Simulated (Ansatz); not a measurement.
## EuClF (P4/nmm): how robust is the cRPA U?

Aim: hold the target of a cRPA run on EuClF (P4/nmm) and move one thing at a time.

Program: Ansatz 0.2.0. Level of theory: constrained RPA on LDA, plane waves, PAW. Results are calculated unless marked as measured.

Report form: the programs' logs are mostly left out.

## (1) Starting point

It takes space group P4/nmm (No. 129, tetragonal). The conventional cell has a = 4.084 Å, b = 4.084 Å, c = 6.979 Å, α = 90.00°, β = 90.00°, γ = 90.00°. Nearest to Eu lie 4 F at 2.50 Å and 6 Cl at 3.06 to 3.91 Å. Nearest to Cl lie 6 Eu at 3.06 to 3.91 Å. Nearest to F lie 4 Eu at 2.50 Å. Farther neighbours and most contacts between anions are not listed.

The cell and positions are those that the Materials Project relaxed with its own functionals (PBE, PBE+U or r2SCAN), kept fixed. Spin-orbit coupling is left out unless a step names it. The default PAW set here is soft_2. Its files were made with PBE.

## (2) Base: Eu f, bands v7 to c7, 4×4×2 mesh, medium accuracy

Constrained RPA screens the interaction with every transition except those inside the target bands, which a later many-body model would treat itself.

input.yaml

```yaml
crystal:
  lattice:
    - [4.08367072, 0.0, 0.0]
    - [0.0, 4.08367072, 0.0]
    - [0.0, 0.0, 6.97853229]
  atoms:
    - { symbol: Eu, position: [0.0, 0.5, 0.79401802] }
    - { symbol: Eu, position: [0.5, 0.0, 0.20598198] }
    - { symbol: Cl, position: [0.0, 0.5, 0.35500378] }
    - { symbol: Cl, position: [0.5, 0.0, 0.64499622] }
    - { symbol: F, position: [0.0, 0.0, 0.0] }
    - { symbol: F, position: [0.5, 0.5, 0.0] }
kpoints:
  mp_grid: { grid: [8, 8, 4] }
hamiltonian:
  xc: lda
scf:
  occupations: { method: gaussian, width: 0.08 }
  n_extra_bands: 28
  max_iter: 150
output:
  crpa:
    kmesh: [4, 4, 2]
    target_bands: [v7, c7]
    projections: [{ species: Eu, l: f, shell: 4 }]
  local_orbitals:
    kmesh: [8, 8, 4]
    orbitals: [{ species: Eu, l: f, shell: 4 }]
    window: { bands: [v7, c7] }
    seedname: lo
```

Run with:

```bash
$ ansatz run input.yaml --threads 4 --pin off --max-ram 9216MiB --backend cpu --events-out ev --progress --plain --runs-dir out
```

Wall time 17 min (4 threads of Arm Neoverse V1, shared host); peak memory 1.2 GiB.

This step gave:

| Quantity | Value |
| --- | --- |
| U | 6.488 eV |
| U prime (inter-orbital) | 5.242 eV |
| J | 0.5794 eV |
| bare V | 27.62 eV |
| bare J | 0.7369 eV |
| stated bound on U | 0.01256 eV |
| U over bare V | 0.2349 |
| electrons in the window | 14.00 |
| head of the constrained inverse dielectric matrix | 0.2262 |
| least eigenvalue of the projection's overlap | 0.4817 |
| target functions | 14 |
| bands in the sums | 76 |
| r.m.s. miss of the model bands | 2.57e-4 eV |
| width of the target bands | 0.6016 eV |
| weight of the projected orbitals in the window | 0.9776 |

On the Eu f shell, screening brings the on-site interaction from 27.6 eV down to U = 6.49 eV.

## (3) Changed: 2×2×2 mesh

input.yaml, as its differences from that of step 2:

```diff
@@ -22,9 +22,4 @@
   crpa:
-    kmesh: [4, 4, 2]
+    kmesh: [2, 2, 2]
     target_bands: [v7, c7]
     projections: [{ species: Eu, l: f, shell: 4 }]
-  local_orbitals:
-    kmesh: [8, 8, 4]
-    orbitals: [{ species: Eu, l: f, shell: 4 }]
-    window: { bands: [v7, c7] }
-    seedname: lo
```

Wall time 2.8 min (4 threads); peak memory 1.1 GiB.

Numbers from this step:

| Quantity | Value |
| --- | --- |
| U | 5.443 eV |
| U prime (inter-orbital) | 4.211 eV |
| J | 0.5550 eV |
| bare V | 27.44 eV |
| bare J | 0.7280 eV |
| stated bound on U | 0.009338 eV |
| U over bare V | 0.1983 |
| electrons in the window | 14.00 |
| head of the constrained inverse dielectric matrix | 0.2107 |
| least eigenvalue of the projection's overlap | 0.4817 |
| target functions | 14 |
| bands in the sums | 76 |
| width of the target bands | 0.6016 eV |
| weight of the projected orbitals in the window | 0.9776 |

On the Eu f shell, screening brings the on-site interaction from 27.4 eV down to U = 5.44 eV.

## (4) Changed: sums without a band count

input.yaml, as its differences from that of step 3:

```diff
@@ -22,4 +22,5 @@
   crpa:
-    kmesh: [2, 2, 2]
+    kmesh: [4, 4, 2]
     target_bands: [v7, c7]
     projections: [{ species: Eu, l: f, shell: 4 }]
+    accuracy: sum_over_states
```

Run time: 0.19 s. Hardware: 4 threads; peak memory 0.062 GiB.

The input was rejected at the start.

The program's message: “Error: 2 input errors — fix all and re-run”

The fault put into this input: sums without a band count.

## (5) Changed: volume -6 %

The cell differs from the one that the last finished run ended in (a 4.084 → 4.000 Å, b 4.084 → 4.000 Å, c 6.979 → 6.836 Å).

input.yaml, as its differences from that of step 4:

```diff
@@ -2,5 +2,5 @@
   lattice:
-    - [4.08367072, 0.0, 0.0]
-    - [0.0, 4.08367072, 0.0]
-    - [0.0, 0.0, 6.97853229]
+    - [4.0003071099, 0.0, 0.0]
+    - [0.0, 4.0003071099, 0.0]
+    - [0.0, 0.0, 6.8360732905]
   atoms:
@@ -25,2 +25,6 @@
     projections: [{ species: Eu, l: f, shell: 4 }]
-    accuracy: sum_over_states
+  local_orbitals:
+    kmesh: [8, 8, 4]
+    orbitals: [{ species: Eu, l: f, shell: 4 }]
+    window: { bands: [v7, c7] }
+    seedname: lo
```

It took 14 min on 4 threads; peak memory 1.1 GiB.

Numbers from this step:

```
U                                                 : 6.364 eV
U prime (inter-orbital)                           : 5.121 eV
J                                                 : 0.5770 eV
bare V                                            : 27.56 eV
bare J                                            : 0.7351 eV
stated bound on U                                 : 0.01266 eV
U over bare V                                     : 0.2309
electrons in the window                           : 14.00
head of the constrained inverse dielectric matrix : 0.2160
least eigenvalue of the projection's overlap      : 0.4387
target functions                                  : 14
bands in the sums                                 : 76
r.m.s. miss of the model bands                    : 2.69e-4 eV
width of the target bands                         : 0.7290 eV
weight of the projected orbitals in the window    : 0.9750
```

On the Eu f shell, screening brings the on-site interaction from 27.6 eV down to U = 6.36 eV.

## (6) Side by side

Times are wall times on 4 threads of Arm Neoverse V1, shared host, good to a factor of about two.

```csv
run,bare V (eV),U (eV),J (eV),bound on U (eV),width (eV),time
target window,27.62,6.488,0.579,0.0126,0.60,17 min
2×2×2 mesh,27.44,5.443,0.555,0.0093,0.60,2.8 min
volume -6 %,27.56,6.364,0.577,0.0127,0.73,14 min
```

## (7) Results

| Item | Value |
| --- | --- |
| target window | U 6.49 eV, J 0.58 eV |
| 2×2×2 mesh | U 5.44 eV, J 0.56 eV |
| volume -6 % | U 6.36 eV, J 0.58 eV |

**Reading.** 2×2×2 mesh moves U by −1.05 eV at 0.17 times the time. Volume -6 % moves U by −0.12 eV. The printed bound covers the solver alone, not the mesh, and no denser mesh than the base was run. The parent state is non-magnetic and the interaction static (zero frequency); U depends on the window and the orbitals, so it belongs to this model alone.

[Paths, hosts, dates, memory and timing lines, banners, echoed tables and standing remarks are left out of the program output.]

[Logs are printed without paths, hosts, clocks, repeated set-up lines and the standing remarks that a program may print on its own settings, such as how far it seeks lower states.]

[Runs of the session that timed out or met a known fault of the program may be left out.]

[Hosts, paths, dates, database ids (printed as entryN), source tags and the programs' standing remarks are cut or masked in the printed files.]
